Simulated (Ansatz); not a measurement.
# Heat carried by phonons in BN (F-43m), part 2 of 2

Wanted: κ(T), lifetimes and mean free paths for BN. The starting cell is a computed one from a database.

Experimental results on record:
- thermal conductivity 760 W/m/K near room temperature (given in “Combining the AFLOW GIBBS and Elastic Libraries to efficiently and robustly screen thermo-mechanical properties of solids”, 2017, arXiv:1611.05714)

Ansatz 0.2.0; DFT LDA, scalar-relativistic, plane waves, PAW.

So far. Step 2 (A first coarse run): The start is under -14 GPa at this level and looks like an insulator or semiconductor on this mesh. Step 5 (Tight relaxation): The residual pressure is -0.0088 GPa, small enough for phonons. The relaxed cell has a = 3.581 Å (conventional setting).

### 6. Anharmonic force constants and conductivity

Pairs of atoms inside the cutoff are displaced in a supercell, the forces give the cubic constants, and these give the three-phonon rates of the Boltzmann equation.

Input file input.yaml:

```yaml
crystal:
  lattice:
    - [0.0, 1.7902743652, 1.7902743652]
    - [1.7902743652, 0.0, 1.7902743652]
    - [1.7902743652, 1.7902743652, 0.0]
  atoms:
    - { symbol: B, position: [0.0, 0.0, 0.0] }
    - { symbol: "N", position: [0.75, 0.75, 0.75] }
kpoints:
  mp_grid: { grid: [8, 8, 8] }
hamiltonian:
  xc: lda
scf:
  occupations: { method: fixed }
output:
  eigenvalues: true
phonons:
  method: fd
  dielectric: true
  supercell: [4, 4, 4]
  temperatures: { t_max: 1000, t_step: 50 }
  qpath:
    path:
      - [[0.0, 0.0, 0.0], [0.5, 0.0, 0.5], [0.5, 0.25, 0.75], [0.375, 0.375, 0.75], [0.0, 0.0, 0.0], [0.5, 0.5, 0.5], [0.625, 0.25, 0.625], [0.5, 0.25, 0.75], [0.5, 0.5, 0.5], [0.375, 0.375, 0.75]]
      - [[0.625, 0.25, 0.625], [0.5, 0.0, 0.5]]
    npoints: 10
  third_order: { supercell: [4, 4, 4], pair_cutoff: 4.518 }
  lattice_thermal_conductivity:
    qmesh: [29, 29, 29]
    temperatures: [100.0, 150.0, 200.0, 300.0, 400.0, 500.0, 600.0, 800.0]
    isotope_mass_variance:
      - { species: B, variance: 0.001354 }
      - { species: "N", variance: 1.838e-05 }
    solution: relaxation_time
```

On the command line:

```
$ ansatz run input.yaml --threads 18 --pin off --max-ram 92160MiB --backend cuda --events-out ev --progress --plain --runs-dir out
```

Numbers of over 12 decimals in the logs are rounded to 6 here.

Log:

```text
Warning: phonons: the dynamical matrix that this run interpolates holds no multipole term above the dipole-dipole one, and a site of this crystal is no centre of inversion, so its interpolated transverse optical and acoustic branches and sound speeds can stay off near Gamma, and the density of states and the thermodynamics with them. What a run solves at a wave vector of phonons.qpoints, Gamma apart, where the deck admits one, is free of this, and under fd what a larger phonons.supercell samples
Warning: phonons.dielectric: true without phonons.rigid_motions: the static dielectric tensor ε⁰ will be withheld (ε∞, Z* and the rows of modes are given); for a crystal or a slab, whose only rigid motions are the translations, set phonons.rigid_motions: translations
[...]
Crystal: 128 atoms, lattice volume = 734.461 Å³
Basis set: ecut = 420 eV, 14331 PW (Γ)
Bands: 384, of which v1, the nominal top of the filled ones, is band 256 counted from 1 (255 counted from 0)
Symmetry: 1536 space group operations
k-points: 3 of 8
[...]
SCF iter   1: F=—  HF=-33693.989977 eV  |F-HF|=—  |Δ(HF+E_count)|=         —  Δρ=4.49e-8  dr2=3.26e-12  ethr=1.00e-12  ⟨swp⟩=3.0  Hψ=2664  notcnv=0
[...]
SCF iter   2: F=-33693.989977 eV  HF=-33693.989977 eV  |F-HF|=7.28e-12  |Δ(HF+E_count)|=  2.91e-11  Δρ=2.34e-8  dr2=8.96e-13  ethr=1.00e-12  ⟨swp⟩=2.0  Hψ=1849  notcnv=0
SCF 1 converged in 2 iterations: F = -33693.989977 eV  dr2 = 8.96e-13
[...]
Crystal: 2 atoms, lattice volume = 11.476 Å³
Basis set: ecut = 420 eV, 229 PW (Γ), exchange–correlation on 36×36×36 points (8 copies of the dense FFT grid, shifted against one another)
Bands: 8, of which v1, the nominal top of the filled ones, is band 4 counted from 1 (3 counted from 0)
Symmetry: 24 space group operations
k-points: 95 of 512 (irreducible under 4 space group operations, time reversal used)
[...]
SCF iter   1: F=—  HF=-526.468594 eV  |F-HF|=—  |Δ(HF+E_count)|=         —  Δρ=5.96e-8  dr2=1.59e-13  ethr=2.81e-9  ⟨swp⟩=3.0  Hψ=6692  notcnv=0  defer=150
eigensolver tolerance schedule: the retry pair's looser diagonalisation over-reported the residual by 1415451.57 of it (diagonalisation noise at an unbounded share of the residual, at the tolerance the schedule requests for it); recorded, not acted on — ethr = c·dr2/N_el stays at c = 1.0e-1
[...]
SCF 2 converged in 2 iterations: F = -526.468594 eV  dr2 = 1.88e-13
[...]
SCF 3 converged in 7 iterations: F = -33693.989870 eV  dr2 = 1.33e-12
[...]
--- Phonons: 2 displaced members + reference (amplitude 0.0025 Å, Σ member SCF iterations 14) ---
  symmetry images taken by strict's conditions (phonons.symmetry_images: auto; settled by the asymmetry read); asymmetry of the core-correction force 8.1e-8 eV/Å at the most on a site, 9.9e-6 eV/Å summed over every site of the supercell
  ASR residual: 1.753e-4 → 0.000e0 eV/Å²; symmetrization residual: 3.394e-5 eV/Å²
  largest component of a force at the reference: 2.8e-17 eV/Å
  ASR residual per site (eV/Å²): 1.75e-4 1.15e-4
  Γ frequencies (cm⁻¹): 0.00 0.00 0.00 1068.09 1068.09 1068.09
  Unit cell's response to a homogeneous field, on a k mesh of 8×8×8: 1 representative field direction (Σ response iterations 6)
  ε∞ (high-frequency dielectric tensor):
        4.556957     0.000000     0.000000
       -0.000000     4.556957    -0.000000
        0.000000    -0.000000     4.556957
  ε⁰ (static dielectric tensor): not given — the deck does not say what the cell's rigid motions are, and on a molecule in a box or a wire the rigid rotations would enter the sum over the modes at Γ. For a crystal or a slab, whose only rigid motions are the translations, set phonons.rigid_motions: translations.
  Born effective charges Z* (e; rows j = field, columns β = displacement):
    site 0:
         1.87830   -0.00000    0.00000
         0.00000    1.87830   -0.00000
        -0.00000   -0.00000    1.87830
    site 1:
        -1.87830    0.00000   -0.00000
        -0.00000   -1.87830    0.00000
         0.00000    0.00000   -1.87830
  Z* charge neutrality: 6.115e-7 e pre-enforcement
  k-mesh period / interband length: 20.3 Å / 1.24 Å = 16.31 at k = (0.0000, -0.5000, -0.5000), direct gap 9.463 eV — 14 or more, which is no proof of convergence
  optical modes at Γ without the LO–TO term, one row a degenerate level:
      ω (cm⁻¹)  modes    IR ((D/Å)²/amu)
       1068.09      3            40.0214
  optical modes at Γ + LO–TO along q̂ = [1.0000, 0.0000, 0.0000]:
      ω (cm⁻¹)  modes    IR ((D/Å)²/amu)
       1068.09      2            26.6809
       1298.03      1            13.3405
  optical modes at Γ + LO–TO along q̂ = [0.0000, 1.0000, 0.0000]:
      ω (cm⁻¹)  modes    IR ((D/Å)²/amu)
       1068.09      2            26.6809
       1298.03      1            13.3405
  optical modes at Γ + LO–TO along q̂ = [0.0000, 0.0000, 1.0000]:
      ω (cm⁻¹)  modes    IR ((D/Å)²/amu)
       1068.09      2            26.6809
       1298.03      1            13.3405
  density of states and harmonic sums: on the 32×32×32 q-mesh, interpolated from the force constants of a 4×4×4 supercell (with the dipole–dipole term)
  largest difference from the sums on the solved wave vectors: F 5.26e-3 eV, S 9.41e-6 and C_V 3.93e-6 eV/K
  zero-point energy: 0.321551 eV/cell   skipped modes (ω ≤ 0): 3   left out of the sums: 1.53e-5 of the cell's modes: C_V's classical limit lies that fraction below 3 k_B per atom; for a crystal, a wire or a layer, F and S can be off by more, and a phonons.interpolated_qmesh denser along its periods is the remedy for the sampling
--- Third-order force constants: 246 member SCFs in a 4×4×4 supercell (pair cutoff 4.518 Å, amplitude 0.03 Å, SCF threshold 1.00e-9 eV, Σ member SCF iterations 1800) ---
  symmetry images taken by loose's conditions (phonons.symmetry_images: auto; settled by the asymmetry read); asymmetry of the core-correction force 8.1e-8 eV/Å at the most on a site, 9.9e-6 eV/Å summed over every site of the supercell
  sum-rule residual: 3.330e-1 → 6.885e-14 eV/Å³; symmetrization residual: 6.713e-2 eV/Å³; largest sum-rule correction relative to its orbit: 2.052e-1, on the orbit of the block of home site 0 with site 0 of cell (-2, 0, 1) and site 0 of cell (-2, 0, 1), whose norm before the correction was 3.301e-1 eV/Å³
--- Lattice thermal conductivity: 29×29×29 mesh (680 irreducible points), tetrahedron method ---
  three-phonon and isotope scattering only; four-phonon, boundary and, in a metal, phonon-electron scattering are left out
  each conductivity is what the modes' populations carry and what the coherences between them add
  conductivity (a third of the tensor's trace), W/(m K), in the relaxation-time approximation:
       T (K)   relaxation time
      100.00         6651.1544
      150.00         3138.1502
      200.00         1629.4926
      300.00          808.7016
      400.00          593.6249
      500.00          491.3690
      600.00          426.2237
      800.00          341.9718
```

The job ended after 1.7 min (1 × NVIDIA GB200 with 18 threads of Arm Neoverse V2, shared host; peak memory 2.4 GiB; 16 min of CPU time).

This step gave:

- Γ frequencies: 0, 0, 0, 1068, 1068, 1068 cm⁻¹ (negative: imaginary)
- lowest frequency on the path: 0 cm⁻¹
- zero-point energy: 0.3216 eV/cell
- point group: -43m
- highest frequency: 1298 cm⁻¹
- Debye temperature from the second moment: 1666 K
- κ at 300 K (relaxation time): 808.7 W/m/K
- dipole term: run
- mean free path at half of κ: 319 nm
- share of κ above the three lowest branches: 0.002
- third-order blocks: 4646
- periodic aliases dropped: 1512
- largest relative sum-rule correction: 0.2052
- displaced cells, third order: 246

LO-TO term included. Phonon branches along the path, in cm⁻¹:

```tsv
point	branch 1	branch 2	branch 3	branch 4	branch 5	branch 6
Γ	0	0	0	1068	1068	1298
halfway	478	478	657	1017	1017	1273
X	704	704	932	932	1025	1167
halfway	741	754	917	938	1025	1110
W	793	816	888	990	995	1025
halfway	716	852	892	958	996	1070
K	666	873	894	945	988	1099
halfway	424	544	676	1018	1047	1226
Γ	0	0	0	1068	1068	1298
halfway	355	355	639	1037	1037	1261
L	488	488	987	1010	1010	1148
halfway	567	666	966	983	1020	1102
U	666	873	894	945	988	1099
halfway	716	852	892	958	996	1070
W	793	816	888	990	995	1025
halfway	602	698	958	974	1025	1089
L	488	488	987	1010	1010	1148
halfway	567	666	966	983	1020	1102
K	666	873	894	945	988	1099
jump to U	666	873	894	945	988	1099
halfway	695	758	923	935	1023	1139
X	704	704	932	932	1025	1167
```

The phonon branches as a text plot (rows in cm⁻¹):

```
   1271 |******               *********
   1217 |      *             *         **
   1163 |       ***        **            **             **     **
   1109 |          **   ***                *****     ***  *****
   1055 |****          *   ************         ** **
   1001 |    ** **************         **************************
    946 |      ******  ****              *  ****** ***    *******
    892 |           *******             *      *****         **
    838 |      *     ***  **           *      * ****         **
    784 |     *     ***                      *    * *       *  *
    730 |        ****  *   **                    * *            *
    676 |    *  *       **   *              *  **   **     * ****
    622 |      *          * *         *      **      *    * *
    568 |   * *            * **            **         *   **
    514 |                   *        *    **          ****
    460 |    *                **       ***
    406 |  **                *      *
    352 |                     **      *
    297 | **                    *    *
    243 |                      **   *
    189 | *                     **
    135 |*                       * *
     81 |*                       * *
     27 |                         *
         Γ       X    W  K        Γ      L     U  W     L   K|U X
```

Lattice thermal conductivity, RTA xx against temperature:

```tsv
temperature (K)	lattice thermal conductivity, RTA xx (W/m/K)
100	6651
150	3138
200	1629
300	809
400	594
500	491
600	426
800	342
```

Phonopy on the run's constants, 21x21x21 mesh, Gaussian sigma 9.7 cm⁻¹. Modes against wavenumber; read off at these points; values in 1/cm⁻¹/cell:

```tsv
wavenumber (cm⁻¹)	B	N
0.0	8.3e-6	1.0e-5
50.0	3.5e-7	3.5e-7
100.0	3.0e-5	4.0e-5
150.0	1.3e-4	1.7e-4
200.0	1.5e-4	1.9e-4
250.0	2.3e-4	3.0e-4
300.0	4.0e-4	5.0e-4
350.0	6.6e-4	8.4e-4
400.0	7.8e-4	0.00100
450.0	0.00107	0.00137
500.0	0.00225	0.00291
550.0	0.00229	0.00293
600.0	0.00243	0.00306
650.0	0.00267	0.00333
689.3	0.00296	0.00365
700.0	0.00291	0.00355
750.0	0.00204	0.00261
800.0	0.00181	0.00259
850.0	0.00160	0.00243
900.0	0.00239	0.00581
950.0	0.00595	0.00590
1000.0	0.0110	0.00903
1021.8	0.0149	0.0116
1050.0	0.00617	0.00476
1100.0	0.00390	0.00219
1107.1	0.00404	0.00216
1150.0	0.00349	0.00153
1200.0	0.00255	0.00146
1250.0	0.00206	0.00136
1300.0	4.6e-4	3.4e-4
```

Distinct triplets, nearest first. Third order norms, by row:

```tsv
sites	side 1 (Å)	side 2 (Å)	side 3 (Å)	norm of the 27 components (eV/Å³)
B-B-B	0	0	0	215.3
N-N-N	0	0	0	213.6
B-N-N	0	1.55	1.55	99.32
B-N-B	0	1.55	1.55	101.6
B-N-N	1.55	1.55	2.53	2.844
B-N-B	1.55	1.55	2.53	2.862
B-B-B	0	2.53	2.53	5.444
B-B-B	2.53	2.53	2.53	0.312
B-B-B	2.53	2.53	2.53	1.011
N-N-N	0	2.53	2.53	9.13
N-N-N	2.53	2.53	2.53	0.579
N-N-N	2.53	2.53	2.53	0.594
B-N-N	1.55	2.53	2.97	0.736
B-N-B	1.55	2.53	2.97	0.6
B-N-N	0	2.97	2.97	1.154
B-N-N	2.53	2.97	2.97	0.159
B-N-N	2.53	2.97	2.97	0.141
B-N-B	2.53	2.97	2.97	0.064
B-N-B	2.53	2.97	2.97	0.107
B-N-B	0	2.97	2.97	1.099
B-B-B	2.53	2.53	3.58	0.159
N-N-N	2.53	2.53	3.58	0.072
B-N-B	1.55	2.97	3.58	0.236
B-N-N	1.55	2.97	3.58	0.141
B-B-B	0	3.58	3.58	0.703
N-N-N	0	3.58	3.58	0.276
B-N-N	1.55	2.53	3.9	1.138
B-N-B	1.55	2.53	3.9	0.682
B-N-N	2.53	2.97	3.9	0.158
B-N-B	2.53	2.97	3.9	0.25
```

Born charge (rows field, columns displacement) (e), principal values of the symmetric part by kind of site:

```tsv
atom	atoms with these values	low	middle	high	mean
B1	1	1.88	1.88	1.88	1.88
N2	1	-1.88	-1.88	-1.88	-1.88
```

In full for B1:

```
1.88 0.00 0.00
0.00 1.88 0.00
0.00 0.00 1.88
```

RTA, 300 K. Kappa by branch, by row:

```tsv
branch (by rank)	mean frequency (THz)	mean rms speed (km/s)	median lifetime (ps)	share of kappa
1	16.68	6.05	14.7	0.449
2	19	7.98	11.1	0.319
3	24.7	6.67	7.29	0.23
4	29.59	1.56	1.36	0
5	30.6	1.66	0.943	0
6	34.93	3.55	1.81	0.002
```

The spectral kappa at 300 K, relaxation time (W/m/K/THz) by frequency; read off at these points:

```tsv
frequency (THz)	spectral kappa at 300 K, relaxation time (W/m/K/THz)
0.5	0
1.5	18.5
2.5	60.7
3.5	34.8
4.5	36.6
5.5	39.1
7.5	41.0
8.5	42.0
9.5	45.7
10.5	45.9
12.5	41.6
13.5	47.4
14.5	37.3
16.5	33.3
17.5	29.9
18.5	26.6
20.5	18.6
21.5	14.3
22.5	13.7
24.5	7.84
25.5	5.70
26.5	4.13
28.5	0.857
29.5	0.352
30.5	0.184
31.5	0.0997
33.5	0.328
34.5	0.305
35.5	0.209
37.5	0.0549
38.5	0.00832
```

Relaxation-time solution. Table of share of κ carried by shorter paths by mean free path:

```tsv
mean free path (nm)	100 K	300 K	800 K
1.47	0	0	0.001
3.16	0	0	0.005
4.64	0	0.001	0.009
10	0	0.002	0.024
14.7	0	0.003	0.027
31.6	0	0.005	0.139
46.4	0	0.014	0.563
100	0	0.183	0.865
215	0.001	0.377	0.939
316	0.002	0.496	0.954
681	0.004	0.691	0.971
1000	0.006	0.76	0.977
2150	0.016	0.861	0.986
3160	0.024	0.88	1
6810	0.059	0.938	1
14700	0.121	0.981	1
21500	0.184	1	1
46400	0.332	1	1
68100	0.395	1	1
1.5e5	0.575	1	1
2.2e5	0.669	1	1
4.6e5	1	1	1
```

300 K; a sample spread over frequency. Mode lifetimes, by row, the first 40 of 90 rows:

```tsv
q1	q2	q3	branch	frequency (THz)	rms speed (km/s)	three-phonon rate (1/ps)	isotope rate (1/ps)	lifetime (ps)	mean free path (nm)
0	0	0.0345	1	1.629	10.14	0.00145	1.04e-6	689	6990
0	0.069	0.1379	2	6.724	10.16	0.0264	5.78e-4	37.1	377
0	0.0345	0.2069	2	9.047	8.3	0.0206	0.00206	44.1	366
0.0345	0.1034	-0.1379	2	10.5	10.87	0.0376	0.00407	24	261
0.0345	0.1034	0.2759	2	11.71	9.83	0.0323	0.00683	25.6	251
0	0.069	0.1724	3	12.58	14.81	0.043	0.00953	19.1	282
0.0345	0.1379	0.3103	2	13.37	9.94	0.0324	0.014	21.5	214
0.0345	0.2069	-0.2069	1	13.96	7.15	0.0124	0.018	33	236
0.0345	0.1034	-0.3448	1	14.52	4.27	0.0118	0.0251	27.1	116
0.069	0.1724	0.3448	2	14.85	9.97	0.0391	0.0321	14	140
0.0345	0.069	-0.4828	2	15.28	4.87	0.0124	0.0333	21.9	106
0.1034	0.2069	0.4483	1	15.65	6.99	0.0216	0.0366	17.2	120
0	0.2069	0.3793	1	16.1	6.64	0.037	0.0414	12.8	84.7
0.0345	0.1379	-0.1379	3	16.48	11.94	0.0583	0.0402	10.1	121
0	0.1379	-0.3103	2	16.93	9.74	0.0355	0.0467	12.2	118
0.0345	0.2414	0.4483	1	17.25	6.05	0.029	0.0502	12.6	76.4
0	0.2414	0.4483	1	17.7	5.55	0.0266	0.0542	12.4	68.7
0.1379	0.3103	0.4828	1	18.02	7.56	0.0263	0.0569	12	90.9
0.1034	0.2069	0.3103	3	18.43	10.62	0.059	0.0551	8.77	93.1
0.069	0.3103	0.4828	1	18.77	6.17	0.0255	0.0658	11	67.7
0.1034	0.2759	-0.1724	2	19.17	8.92	0.0413	0.0692	9.05	80.8
0.069	0.2069	-0.1379	3	19.42	9.61	0.0631	0.0646	7.83	75.3
0.0345	0.3793	0.4483	1	19.83	4.72	0.0203	0.0797	10	47.2
0.069	0.3793	-0.3448	1	20.17	4.49	0.0121	0.0789	11	49.3
0.0345	0.2069	-0.1724	3	20.47	8.66	0.0671	0.0766	6.96	60.3
0	0.4483	0.4483	1	20.78	2.33	0.0117	0.0936	9.49	22.1
0	0.4828	0.4828	2	21.08	0.79	0.00853	0.0962	9.55	7.57
0.069	0.4828	-0.4138	1	21.43	3.58	0.01	0.0839	10.6	38.1
0.1034	0.2759	-0.3103	2	21.84	8.86	0.0325	0.0718	9.58	84.9
0.069	0.1724	0.3793	3	22.23	10.02	0.0669	0.0639	7.64	76.6
0	0.1034	-0.2759	3	22.67	10.92	0.0673	0.0621	7.73	84.4
0.1034	0.3103	-0.3793	2	23.18	7.9	0.0311	0.0652	10.4	82
0.0345	0.2414	-0.2414	3	23.63	7.09	0.0864	0.0603	6.81	48.3
0.0345	0.3103	-0.4138	2	24.18	7.7	0.0304	0.0719	9.78	75.3
0.2414	0.4828	-0.2759	2	24.6	2.75	0.0142	0.0525	15	41.3
0.1034	0.3103	0.4828	3	25.09	5.85	0.0761	0.0585	7.43	43.5
0	0.2414	-0.3103	3	25.66	7.82	0.0872	0.058	6.89	53.8
0.069	0.2069	0.4828	3	26.19	7.76	0.0811	0.0514	7.55	58.5
0	0.3103	0.4828	3	26.65	4.01	0.0545	0.0656	8.33	33.4
0.0345	0.1379	-0.3448	3	26.89	8.3	0.0885	0.0965	5.41	44.8
```

Without the LO-TO term. Gamma linewidths, by row:

```tsv
branch	frequency (cm⁻¹)	three-phonon rate (1/ps)	isotope rate (1/ps)	FWHM (cm⁻¹)
4	1068	0.176	0.0966	1.44
5	1068	0.176	0.0966	1.44
6	1068	0.176	0.0966	1.44
```

W/m/K, third of the trace; RTA populations with a boundary rate v/L added to each mode (Matthiessen's rule). Kappa by grain size, by row:

```tsv
T (K)	bulk	10 nm	30 nm	100 nm	300 nm	1000 nm	10000 nm	100000 nm
100	6651	3.452	10.07	31.31	83.51	227.8	1153	3430
300	808.6	38.33	96.53	220	374.5	540.5	735.7	797.4
600	426	60.52	133.1	242.4	327.4	382	418.7	425.2
```

W/m/K, third of the trace; RTA populations with the isotope rates scaled. Kappa by mass disorder, by row:

```tsv
T (K)	no isotopes	as typed	variance x 3	variance x 10	variance x 30
100	16480	6651	4021	2044	980.2
300	1404	808.6	580.2	378.6	239.6
600	634.1	426	301.2	186.4	115.7
```

At 300 K the relaxation-time value is 809 W/(m K).

### 7. Summary of results

```
highest frequency                          : 1298 cm⁻¹
Debye temperature from the second moment   : 1666 K
κ at 300 K (relaxation time)               : 808.7 W/m/K
mean free path at half of κ                : 319 nm
share of κ above the three lowest branches : 0.002
```

In words: The lattice of BN conducts 809 W/(m K) at 300 K by LDA (mean over directions, relaxation-time solution). Above 300 K the relaxation-time κ falls as T^-0.87. Grains of 100 nm would keep 27 % of the bulk value at 300 K, and grains of 1 µm 67 %. Removing the natural isotope disorder raises κ at 300 K by 74 %. A measured thermal conductivity near room temperature is 760 W/m/K (arXiv:1611.05714); the calculated 809 W/m/K differs by +6 %. Part of this agreement may be a cancellation, since four-phonon scattering and the shift of frequencies with temperature are both left out, and a relaxation-time value usually lies below the full solution. The last run computed the relaxation-time solution alone; it counts normal processes as resistive, so the full solution usually lies higher, most of all in good conductors. The sum rules changed one orbit of cubic constants by up to 21 %; by the manual a large change points to a short cutoff or, on a small and distant orbit, to noisy forces. The conductivities include the coherence part between close branches; the shares for grains, isotopes, branches and paths are of the relaxation-time populations alone. Cubic couplings among atoms farther apart than the pair cutoff are dropped, and neither the cutoff nor the q-mesh was shown to be converged here. The interpolation has no quadrupole term, so branches near the zone centre are less sure, since this crystal has sites that are not centres of inversion. The PAW files were made for PBE and are used here under another functional, for which the program regenerates the frozen cores.

[Logs are printed without paths, hosts, clocks, repeated set-up lines and the standing remarks that a program may print on its own settings, such as how far it seeks lower states.]

[Hosts, paths, dates, database ids (printed as entryN), source tags and the programs' standing remarks are cut or masked in the printed files.]

[A step with changed settings may run another functional than the one named; its input shows which.]
